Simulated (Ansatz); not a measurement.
## A hypothetical structure for Mg3Ti2S2

This structure for Mg3Ti2S2 is made up. Its elements were placed in a known structure type with a cell scaled to their sizes. What cell does the guess relax to, and how far off was it?

Calculated with Ansatz 0.2.0; DFT, r2SCAN, plane-wave PAW, files of the set soft_1, scalar-relativistic, no spin, cell and ions relaxed at zero pressure; PAW set soft_1.

### Step 1. Starting point

Symmetry: R-3m, No. 166, trigonal system. Conventional cell: a = 5.687 Å, b = 5.687 Å, c = 13.978 Å, α = 90.00°, β = 90.00°, γ = 120.00°. Nearest to Ti lie 6 Mg at 2.85 Å and 6 S at 3.36 Å. Nearest to Ti lie 6 Mg at 2.84 Å and 2 S at 3.06 Å. Nearest to S lie 3 Mg at 2.29 Å and 4 Ti at 3.06 to 3.36 Å. Nearest to Mg lie 2 S at 2.29 Å. Farther neighbours and most contacts between anions are not listed.

### Step 2. Relaxing cell and atoms

The guess takes its coordinates from another compound and its volume from a rule, so the cell and any free coordinates are relaxed together.

input.yaml reads:

```yaml
crystal:
  lattice:
    - [2.8435, 1.64169549, 4.659333333]
    - [-2.8435, 1.64169549, 4.659333333]
    - [0.0, -3.283390981, 4.659333333]
  atoms:
    - { symbol: Ti, position: [0.0, 0.0, 0.0] }
    - { symbol: Ti, position: [0.5, 0.5, 0.5] }
    - { symbol: S, position: [0.7192, 0.7192, 0.7192] }
    - { symbol: S, position: [0.2808, 0.2808, 0.2808] }
    - { symbol: Mg, position: [0.0, 0.5, 0.0] }
    - { symbol: Mg, position: [0.5, 0.0, 0.0] }
    - { symbol: Mg, position: [0.0, 0.0, 0.5] }
kpoints:
  mp_grid: { grid: [6, 6, 6] }
scf:
  occupations: { method: fermi_dirac, width: 0.05 }
hamiltonian:
  xc: r2scan
  pseudopotentials: { kind: paw, azcp: { folder: soft_1 } }
relax:
  f_tol: 0.015
  max_steps: 70
  cell: {}
output:
  forces: true
  stress: true
```

Command:

```console
> ansatz run input.yaml --threads 4 --pin off --max-ram 10240MiB --backend cpu --events-out ev --progress --plain --runs-dir out
```

Numbers of over 12 decimals in the logs are rounded to 6 here.

The program printed:

```text
Engine: ansatz 0.2.0, x86_64-unknown-linux-gnu
Pseudopotentials: kind: paw
Pseudopotential: Ti, paw, valence charge 12, recommended cutoff 500 eV (meta_gga), soft_1/Ti.paw.azcp
Pseudopotential: S, paw, valence charge 6, recommended cutoff 500 eV (meta_gga), soft_1/S.paw.azcp
Pseudopotential: Mg, paw, valence charge 10, recommended cutoff 500 eV (meta_gga), soft_1/Mg.paw.azcp
Functional definition: r2SCAN
  parameter k0 = 0.174
  parameter k1 = 0.065
  parameter a1 = 4.9479
  exchange = r2scan_x(k0 = k0, k1 = k1, a1 = a1)
  correlation = r2scan_c
Crystal: 7 atoms, lattice volume = 130.503 Å³
Basis set: ecut = 500 eV, 3299 PW (Γ), exchange–correlation on 180×180×180 points (64 copies of the dense FFT grid, shifted against one another)
Bands: 40, of which v1, the nominal top of the filled ones, is band 33 counted from 1 (32 counted from 0)
Symmetry: 12 space group operations
Space group: R-3m (ITA 166), of the structure as read, at distance tolerance 5.1e-5 Å
k-points: 32 of 216
Non-local potential: Ti, projectors of the file, l = 0: 3, l = 1: 2, l = 2: 3, l = 3: 1
Non-local potential: S, projectors of the file, l = 0: 2, l = 1: 2, l = 2: 1
Non-local potential: Mg, projectors of the file, l = 0: 3, l = 1: 2, l = 2: 1
PAW form: soft (Blöchl's): semilocal exchange-correlation on the pseudo side does not see the compensation charge
PAW frozen core: Ti, regenerated for the run's functional (the file was generated under x = pbe(κ = 0.804, μ = 0.219515), c = pbe(β = 0.066725))
PAW frozen core: S, regenerated for the run's functional (the file was generated under x = pbe(κ = 0.804, μ = 0.219515), c = pbe(β = 0.066725))
PAW frozen core: Mg, regenerated for the run's functional (the file was generated under x = pbe(κ = 0.804, μ = 0.219515), c = pbe(β = 0.066725))
PAW one-centre angular grid: Ti, 590 points (default); XC on 160 Gauss nodes
PAW one-centre angular grid: S, 302 points (default); XC on 160 Gauss nodes
PAW one-centre angular grid: Mg, 302 points (default); XC on 224 Gauss nodes
Initial density: superposition of atomic densities (chi_scale 0.1, normalization cell, long waves kept (reshape's long-wave potential 0.01 eV rms))
Initial wavefunctions: pseudopotential atomic-orbital guess
Functional: x = r2scan, c = r2scan; τ floored in thin density (d = 2e-4 eV/Å³)
SCF iter   1: F=—  HF=-12598.454432 eV  |F-HF|=—  |Δ(HF+E_count)|=         —  Δρ=5.35e-2  dr2=7.67e0  dr2_τ=1.11e-1  ethr=3.10e-3  ⟨swp⟩=7.1  Hψ=5282  notcnv=0
preconditioner: auto → Kerker (q_TF=auto, 2.435 Å⁻¹)  [metal: Δε(μ)=0.017 eV  Ē_g=5.239 eV  σ=0.050 eV  W_gap=0.09  n_scr=26 (ndim 8)  ℏωp=16.6 eV  f_vac=0.000  D(μ)=7.56/eV (n_scr^D=64)]
SCF iter   2: F=—  HF=-12597.486357 eV  |F-HF|=—  |Δ(HF+E_count)|=   9.68e-1  Δρ=3.13e-2  dr2=2.74e0  dr2_τ=5.75e-2  ethr=3.10e-3  ⟨swp⟩=2.8  Hψ=2156  notcnv=0
SCF iter   3: F=—  HF=-12597.334157 eV  |F-HF|=—  |Δ(HF+E_count)|=   1.52e-1  Δρ=3.03e-2  dr2=1.98e0  dr2_τ=1.02e-1  ethr=3.10e-3  ⟨swp⟩=3.4  Hψ=2112  notcnv=0
SCF iter   4: F=—  HF=-12597.122516 eV  |F-HF|=—  |Δ(HF+E_count)|=   2.12e-1  Δρ=1.01e-2  dr2=2.75e-1  dr2_τ=6.38e-3  ethr=3.00e-3  ⟨swp⟩=2.6  Hψ=1891  notcnv=0
SCF iter   5: F=—  HF=-12597.220954 eV  |F-HF|=—  |Δ(HF+E_count)|=   9.84e-2  Δρ=2.84e-2  dr2=2.30e0  dr2_τ=6.95e-2  ethr=4.17e-4  ⟨swp⟩=3.9  Hψ=2524  notcnv=0  recentre
SCF iter   6: F=—  HF=-12597.119577 eV  |F-HF|=—  |Δ(HF+E_count)|=   1.01e-1  Δρ=4.00e-3  dr2=2.27e-2  dr2_τ=7.35e-4  ethr=4.17e-4  ⟨swp⟩=3.7  Hψ=2014  notcnv=0
SCF iter   7: F=—  HF=-12597.124295 eV  |F-HF|=—  |Δ(HF+E_count)|=   4.72e-3  Δρ=1.05e-3  dr2=2.09e-3  dr2_τ=2.36e-4  ethr=3.44e-5  ⟨swp⟩=2.2  Hψ=2162  notcnv=0
SCF iter   8: F=—  HF=-12597.124739 eV  |F-HF|=—  |Δ(HF+E_count)|=   4.44e-4  Δρ=4.17e-4  dr2=3.84e-4  dr2_τ=1.18e-5  ethr=3.16e-6  ⟨swp⟩=2.0  Hψ=1815  notcnv=0
SCF iter   9: F=—  HF=-12597.124818 eV  |F-HF|=—  |Δ(HF+E_count)|=   7.90e-5  Δρ=6.90e-5  dr2=5.93e-6  dr2_τ=2.69e-7  ethr=5.82e-7  ⟨swp⟩=2.0  Hψ=1695  notcnv=0
SCF iter  10: F=—  HF=-12597.124880 eV  |F-HF|=—  |Δ(HF+E_count)|=   6.25e-5  Δρ=2.37e-5  dr2=8.28e-7  dr2_τ=3.81e-8  ethr=8.99e-9  ⟨swp⟩=2.0  Hψ=2139  notcnv=0
SCF iter  11: F=—  HF=-12597.124881 eV  |F-HF|=—  |Δ(HF+E_count)|=   3.30e-7  Δρ=8.33e-6  dr2=1.56e-7  dr2_τ=5.74e-9  ethr=1.25e-9  ⟨swp⟩=2.0  Hψ=1717  notcnv=0
SCF iter  12: F=-12597.124881 eV  HF=-12597.124881 eV  |F-HF|=1.11e-8  |Δ(HF+E_count)|=   2.44e-8  Δρ=2.72e-6  dr2=1.72e-8  dr2_τ=3.57e-10  ethr=1.52e-10  ⟨swp⟩=4.1  Hψ=4126  notcnv=0
SCF 1 converged in 12 iterations: F = -12597.124881 eV  dr2 = 1.72e-8
  greatest PAW one-centre occupation: 1.000 electrons in one spin orbital (limit 2), on the Mg atom at site 6 (counted from 0), in its partial waves of l = 0
relax step   1: F+E_penalty+E_count = -12597.12488077 eV  Δ(F+E_penalty+E_count) = +0.000e0 eV  max|allowed force component| = 4.411e0 eV/Å  Δτ_max = 0.0000 Å  P = +9.724 GPa  Ω = 130.503 Å³  (12 SCF iters, dr2 threshold 1.00e-7 eV, accepted)
Crystal: 7 atoms, lattice volume = 130.696 Å³
Basis set: ecut = 500 eV, 3347 PW (Γ), exchange–correlation on 180×180×180 points (64 copies of the dense FFT grid, shifted against one another)
Initial density: handed on by an earlier stage of this run
Initial wavefunctions: those handed on with the density
iter 1 solved again at ethr=1.65e-4 eV; its pass at ethr=3.10e-3 eV (dr2=1.09e-1 eV) is discarded
SCF iter   1: F=—  HF=-12598.482228 eV  |F-HF|=—  |Δ(HF+E_count)|=         —  Δρ=9.75e-3  dr2=1.09e-1  dr2_τ=2.98e-1  ethr=1.65e-4  ⟨swp⟩=1.7  Hψ=6557  notcnv=0
preconditioner: auto → Kerker (q_TF=auto, 2.435 Å⁻¹)  [metal: Δε(μ)=0.007 eV  Ē_g=5.512 eV  σ=0.050 eV  W_gap=0.04  n_scr=26 (ndim 8)  ℏωp=16.6 eV  f_vac=0.000  D(μ)=6.81/eV (n_scr^D=58)]
SCF iter   2: F=—  HF=-12598.471436 eV  |F-HF|=—  |Δ(HF+E_count)|=   1.08e-2  Δρ=8.19e-3  dr2=1.37e-1  dr2_τ=4.78e-3  ethr=1.65e-4  ⟨swp⟩=2.2  Hψ=2118  notcnv=0
SCF iter   3: F=—  HF=-12598.503590 eV  |F-HF|=—  |Δ(HF+E_count)|=   3.22e-2  Δρ=1.79e-2  dr2=8.77e-1  dr2_τ=2.75e-2  ethr=1.65e-4  ⟨swp⟩=3.0  Hψ=1780  notcnv=0  recentre
SCF iter   4: F=—  HF=-12598.470471 eV  |F-HF|=—  |Δ(HF+E_count)|=   3.31e-2  Δρ=3.88e-3  dr2=1.40e-2  dr2_τ=2.77e-4  ethr=1.65e-4  ⟨swp⟩=2.8  Hψ=1708  notcnv=0
SCF iter   5: F=—  HF=-12598.474625 eV  |F-HF|=—  |Δ(HF+E_count)|=   4.15e-3  Δρ=8.65e-4  dr2=8.83e-4  dr2_τ=5.82e-5  ethr=2.12e-5  ⟨swp⟩=2.0  Hψ=1909  notcnv=0
SCF iter   6: F=—  HF=-12598.475003 eV  |F-HF|=—  |Δ(HF+E_count)|=   3.77e-4  Δρ=4.90e-4  dr2=2.02e-4  dr2_τ=9.93e-6  ethr=1.34e-6  ⟨swp⟩=2.0  Hψ=1780  notcnv=0
[...]
SCF iter   7: F=—  HF=-12599.310181 eV  |F-HF|=—  |Δ(HF+E_count)|=   3.61e-4  Δρ=1.90e-4  dr2=4.24e-5  dr2_τ=3.96e-6  ethr=4.67e-7  ⟨swp⟩=2.0  Hψ=1885  notcnv=0
SCF iter   8: F=—  HF=-12599.310194 eV  |F-HF|=—  |Δ(HF+E_count)|=   1.30e-5  Δρ=8.81e-5  dr2=6.97e-6  dr2_τ=2.88e-7  ethr=6.42e-8  ⟨swp⟩=2.0  Hψ=1721  notcnv=0
SCF iter   9: F=—  HF=-12599.310200 eV  |F-HF|=—  |Δ(HF+E_count)|=   5.94e-6  Δρ=3.47e-5  dr2=1.80e-6  dr2_τ=6.26e-8  ethr=1.06e-8  ⟨swp⟩=2.0  Hψ=1852  notcnv=0
SCF iter  10: F=-12599.310200 eV  HF=-12599.310200 eV  |F-HF|=3.89e-7  |Δ(HF+E_count)|=   5.54e-7  Δρ=1.61e-5  dr2=5.84e-7  dr2_τ=1.40e-8  ethr=1.06e-9  ⟨swp⟩=5.0  Hψ=4321  notcnv=0
SCF 3 converged in 10 iterations: F = -12599.310200 eV  dr2 = 5.84e-7
relax step   3: F+E_penalty+E_count = -12599.31020007 eV  Δ(F+E_penalty+E_count) = -8.350e-1 eV  max|allowed force component| = 1.623e0 eV/Å  Δτ_max = 0.1947 Å  P = +2.495 GPa  Ω = 130.758 Å³  energy of the carried Pulay correction = -7.375e-5 eV  (10 SCF iters, dr2 threshold 7.00e-7 eV, accepted)
[...]
relax step   4: F+E_penalty+E_count = -12599.70547053 eV  Δ(F+E_penalty+E_count) = -3.953e-1 eV  max|allowed force component| = 3.843e-1 eV/Å  Δτ_max = 0.1989 Å  P = +3.047 GPa  Ω = 130.793 Å³  energy of the carried Pulay correction = -8.387e-5 eV  (10 SCF iters, dr2 threshold 7.00e-7 eV, accepted)
[...]
relax step   5: F+E_penalty+E_count = -12599.80086458 eV  Δ(F+E_penalty+E_count) = -9.539e-2 eV  max|allowed force component| = 1.631e-1 eV/Å  Δτ_max = 0.0777 Å  P = -0.793 GPa  Ω = 138.131 Å³  energy of the carried Pulay correction = -2.148e-3 eV  (11 SCF iters, dr2 threshold 7.00e-7 eV, accepted)
[...]
relax step   6: F+E_penalty+E_count = -12599.80821138 eV  Δ(F+E_penalty+E_count) = -7.347e-3 eV  max|allowed force component| = 4.790e-2 eV/Å  Δτ_max = 0.0147 Å  P = +0.239 GPa  Ω = 136.639 Å³  energy of the carried Pulay correction = -1.737e-3 eV  (8 SCF iters, dr2 threshold 7.00e-7 eV, accepted)
[...]
relax step   7: F+E_penalty+E_count = -12599.80849952 eV  Δ(F+E_penalty+E_count) = -2.881e-4 eV  max|allowed force component| = 3.399e-3 eV/Å  Δτ_max = 0.0053 Å  P = -0.027 GPa  Ω = 137.198 Å³  energy of the carried Pulay correction = -1.892e-3 eV  (7 SCF iters, dr2 threshold 4.05e-7 eV, accepted)
[...]
relax step   8: F+E_penalty+E_count = -12599.80859344 eV  Δ(F+E_penalty+E_count) = -9.392e-5 eV  max|allowed force component| = 6.453e-4 eV/Å  Δτ_max = 0.0010 Å  P = +0.001 GPa  Ω = 137.068 Å³  energy of the carried Pulay correction = -1.856e-3 eV  (7 SCF iters, dr2 threshold 1.20e-8 eV, accepted)
Initial wavefunctions: pseudopotential atomic-orbital guess (no wavefunctions were taken with the density)
iter 1 solved again at ethr=4.54e-7 eV; its pass at ethr=3.10e-3 eV (dr2=3.00e-4 eV) is discarded
SCF iter   1: F=—  HF=-12599.809917 eV  |F-HF|=—  |Δ(HF+E_count)|=         —  Δρ=2.44e-4  dr2=2.79e-6  dr2_τ=9.06e-6  ethr=4.54e-7  ⟨swp⟩=3.2  Hψ=8624  notcnv=0
preconditioner: auto → Kerker (q_TF=auto, 2.415 Å⁻¹)  [metal: Δε(μ)=0.022 eV  Ē_g=5.509 eV  σ=0.050 eV  W_gap=0.11  n_scr=26 (ndim 8)  ℏωp=16.2 eV  f_vac=0.000  D(μ)=8.52/eV (n_scr^D=76)]
SCF iter   2: F=—  HF=-12599.810549 eV  |F-HF|=—  |Δ(HF+E_count)|=   6.32e-4  Δρ=1.26e-4  dr2=2.30e-6  dr2_τ=5.40e-6  ethr=4.23e-9  ⟨swp⟩=2.8  Hψ=2460  notcnv=0
SCF iter   3: F=—  HF=-12599.810734 eV  |F-HF|=—  |Δ(HF+E_count)|=   1.85e-4  Δρ=1.13e-4  dr2=3.43e-5  dr2_τ=1.51e-6  ethr=3.49e-9  ⟨swp⟩=2.0  Hψ=2092  notcnv=0  recentre
SCF iter   4: F=—  HF=-12599.810756 eV  |F-HF|=—  |Δ(HF+E_count)|=   2.14e-5  Δρ=6.98e-6  dr2=6.35e-8  dr2_τ=5.83e-9  ethr=3.49e-9  ⟨swp⟩=2.0  Hψ=1662  notcnv=0
SCF iter   5: F=—  HF=-12599.810756 eV  |F-HF|=—  |Δ(HF+E_count)|=   2.39e-9  Δρ=4.03e-6  dr2=1.36e-8  dr2_τ=3.01e-9  ethr=9.62e-11  ⟨swp⟩=2.0  Hψ=1636  notcnv=0
SCF iter   6: F=—  HF=-12599.810756 eV  |F-HF|=—  |Δ(HF+E_count)|=   5.86e-8  Δρ=1.06e-6  dr2=2.83e-9  dr2_τ=1.70e-10  ethr=2.06e-11  ⟨swp⟩=2.0  Hψ=2229  notcnv=0
SCF iter   7: F=—  HF=-12599.810756 eV  |F-HF|=—  |Δ(HF+E_count)|=   1.09e-9  Δρ=5.02e-7  dr2=5.76e-10  dr2_τ=2.42e-11  ethr=4.29e-12  ⟨swp⟩=2.0  Hψ=1672  notcnv=0
SCF iter   8: F=-12599.810756 eV  HF=-12599.810756 eV  |F-HF|=1.82e-12  |Δ(HF+E_count)|=  2.11e-10  Δρ=1.41e-7  dr2=4.44e-11  dr2_τ=1.69e-12  ethr=1.00e-12  ⟨swp⟩=4.0  Hψ=4852  notcnv=0
SCF 9 converged in 8 iterations: F = -12599.810756 eV  dr2 = 4.44e-11
  greatest PAW one-centre occupation: 1.000 electrons in one spin orbital (limit 2), on the Mg atom at site 4 (counted from 0), in its partial waves of l = 0
relax step   9: F+E_penalty+E_count = -12599.81075575 eV  Δ(F+E_penalty+E_count) = -2.162e-3 eV  max|allowed force component| = 8.067e-4 eV/Å  Δτ_max = 0.0000 Å  P = +0.005 GPa  Ω = 137.068 Å³  stress off target by 9.08e-3 GPa  SCF on the basis re-selected at this cell (its energy is not comparable with the rows above)  (8 SCF iters)
basis re-selected at this cell: Δ(F+E_penalty+E_count) = -2.162e-3 eV, ΔP = +0.004 GPa vs the last step (what re-selecting the basis moved, of the pressure what is left beyond the Pulay correction that the steps carried, after the strain that the cell walked since its last selection, with what the two solves' SCF thresholds leave and, on support functions, any second-order correction that the steps lacked; it is no m [...]
SCF converged after 8 iterations
Free energy (F): -12599.810756 eV
Harris-Foulkes:  -12599.810756 eV  (|F-HF|=1.82e-12)
Internal energy: -12599.742840 eV  (E = F + TS)
E sigma→0 (E₀):  -12599.776798 eV
Entropy (-TS):   -0.067916 eV (-9.702 meV/atom)
Fermi energy:    8.175371 eV
--- Per-component energies (eV) ---
  E_band       = -1487.890431
  E_kinetic    = 977.395991
  E_local      = -7492.499941  (includes V_loc(G=0)·N_el)
  E_nonlocal   = 777.977227
  E_hartree    = 2684.344251
  E_xc         = -463.113192
  E_vxc        = -602.673422  (∫ρ·V_xc dr)
  E_paw        = -4248.749637  (= ΣΔE_a)
  E_vpaw       = -553.069764  (= ΣTr[D̂ρ^β])
  E_aug_tail   = -0.000113  (compensation charges beyond the density's cutoff)
  E_vtau       = 36.291264  (kinetic-family band-sum trace: ∫τ·v_τ [+ j·A + Jᵃ·Aᵃ] dr)
  E_ewald      = -4834.292357
  E_core_change = -0.805070  (= ΣΔE_core)
  E_smearing   = -0.067916  (= −TS)
  E_closure    = -0.000000  (closes the sum)
  Σ components = -12599.810756   (vs F -12599.810756, Δ=0.00e0)
--- Forces (eV/Å), atoms counted from 1 ---
  atom   1  Ti    -0.00000000     0.00000000    -0.00000000
  atom   2  Ti     0.00000000     0.00000000     0.00000000
  atom   3  S     -0.00000000     0.00000000    -0.00080670
  atom   4  S      0.00000000    -0.00000000     0.00080670
  atom   5  Mg     0.00000000    -0.00000000     0.00000000
  atom   6  Mg    -0.00000000     0.00000000    -0.00000000
  atom   7  Mg     0.00000000    -0.00000000     0.00000000
  max |Σ_I F_I| component: 9.25e-18 eV/Å
--- Stress (GPa, compression-positive) ---
        0.009079      -0.000000       0.000000
       -0.000000       0.009079       0.000000
        0.000000       0.000000      -0.003966
  P = ⅓ Tr σ = 0.0047 GPa (0.047 kbar)
--- Relaxed structure (8 steps of the walk, 8 accepted, 1 SCFs on fresh bases) ---
  F+E_penalty+E_count = -12599.81075575 eV   max|allowed force component| = 8.067e-4 eV/Å   (the final SCF, on the basis selected at the relaxed cell)
  cell:  # Å, volume = 137.0680 Å³
    - [2.936444, 1.695357, 4.588832]
    - [-2.936444, 1.695357, 4.588832]
    - [0, -3.390713, 4.588832]
  atoms:
    - { symbol: Ti, position: [0, 0, 0] }
    - { symbol: Ti, position: [0.500000, 0.500000, 0.5] }
    - { symbol: S, position: [0.670807, 0.670807, 0.670807] }
    - { symbol: S, position: [0.329193, 0.329193, 0.329193] }
    - { symbol: Mg, position: [2.7755575615628914e-17, 0.5, 2.7755575615628914e-17] }
    - { symbol: Mg, position: [0.5, 2.7755575615628914e-17, 2.7755575615628914e-17] }
    - { symbol: Mg, position: [0.0, 0.0, 0.5] }
```

Wall time 34 s (4 threads of AMD EPYC 9R14 (Zen 4), shared host); peak memory 1.1 GiB.

Step by step:

```csv
step,energy less that of the first step (eV),largest force component (eV/Å),pressure (GPa),volume (Å³)
1,0.0000,4.4109,9.72,130.50
2,-1.3503,2.8483,4.98,130.70
3,-2.1853,1.6226,2.49,130.76
4,-2.5806,0.3843,3.05,130.79
5,-2.6760,0.1631,-0.79,138.13
6,-2.6833,0.0479,0.24,136.64
7,-2.6836,0.0034,-0.03,137.20
8,-2.6837,0.0006,0.00,137.07
9*,-2.6859,0.0008,0.00,137.07
```

Relaxation steps marked * repeat the geometry before them on a plane-wave basis chosen anew for their cell, so energy and pressure can jump there.

The run keeps the 12 symmetry operations that it works with, so distortions that break them were not tested.

| conventional cell, symmetrised | before | after | change |
| --- | --- | --- | --- |
| a (Å) | 5.687 | 5.873 | +3.3 % |
| b (Å) | 5.687 | 5.873 | +3.3 % |
| c (Å) | 13.978 | 13.766 | -1.5 % |
| volume (Å³/atom) | 18.64 | 19.58 | +5.0 % |

The atoms that moved most (Å, as changes of fractional coordinates times the final cell):

| atom | dx | dy | dz | length |
| --- | --- | --- | --- | --- |
| S3 | 0.000 | 0.000 | -0.666 | 0.666 |
| S4 | 0.000 | 0.000 | 0.666 | 0.666 |

Final coordinates:

```
Ti S Mg
1.0
     2.93644    1.69536    4.58883
    -2.93644    1.69536    4.58883
     0.00000   -3.39071    4.58883
Ti S Mg
2 2 3
Direct
  0.00000 0.00000 0.00000
  0.50000 0.50000 0.50000
  0.67081 0.67081 0.67081
  0.32919 0.32919 0.32919
  0.00000 0.50000 0.00000
  0.50000 0.00000 0.00000
  0.00000 0.00000 0.50000
```

This step gave:

* free energy: -12599.8108 eV
* energy at zero smearing: -12599.7768 eV
* smearing term TS: 0.06792 eV
* Fermi energy: 8.175 eV
* electrons: 66
* symmetry operations: 12
* pressure: 0.004730 GPa

The shortest distance of each pair, which need not be the same contact before and after:

| pair | guess (Å) | relaxed (Å) |
| --- | --- | --- |
| S–Ti | 3.064 | 2.351 |
| Mg–S | 2.289 | 2.807 |
| Mg–Ti | 2.843 | 2.853 |
| Mg–Mg | 2.843 | 2.936 |
| S–S | 3.597 | 3.393 |

The relaxation ends with a largest force component of 8.1e-4 eV/Å and a pressure of 0.00 GPa.

### Step 3. Results

```json
{
  "space group, relaxed": "R-3m",
  "conventional cell": "a = 5.873, b = 5.873, c = 13.766 Å; α = 90.0°, β = 90.0°, γ = 120.0°",
  "volume per atom": "19.58 Å³ (guess 18.64)"
}
```

Mg3Ti2S2 relaxes to R-3m with a = 5.873, b = 5.873 and c = 13.766 Å. The guessed volume was 5 % too small. The space group R-3m was held in the relaxation, so the end point is a stationary structure within it and may be a saddle against distortions or other arrangements. Mesh and cutoff weren't tested. No dispersion term is used, so weakly bound directions may come out too long. The runs have no spin, and magnetism wasn't tested. Nothing here tests whether the compound is stable against decomposition.

[Logs are printed without paths, hosts, clocks, repeated set-up lines and the standing remarks that a program may print on its own settings, such as how far it seeks lower states.]

[Hosts, paths, dates, database ids (printed as entryN), source tags and the programs' standing remarks are cut or masked in the printed files.]
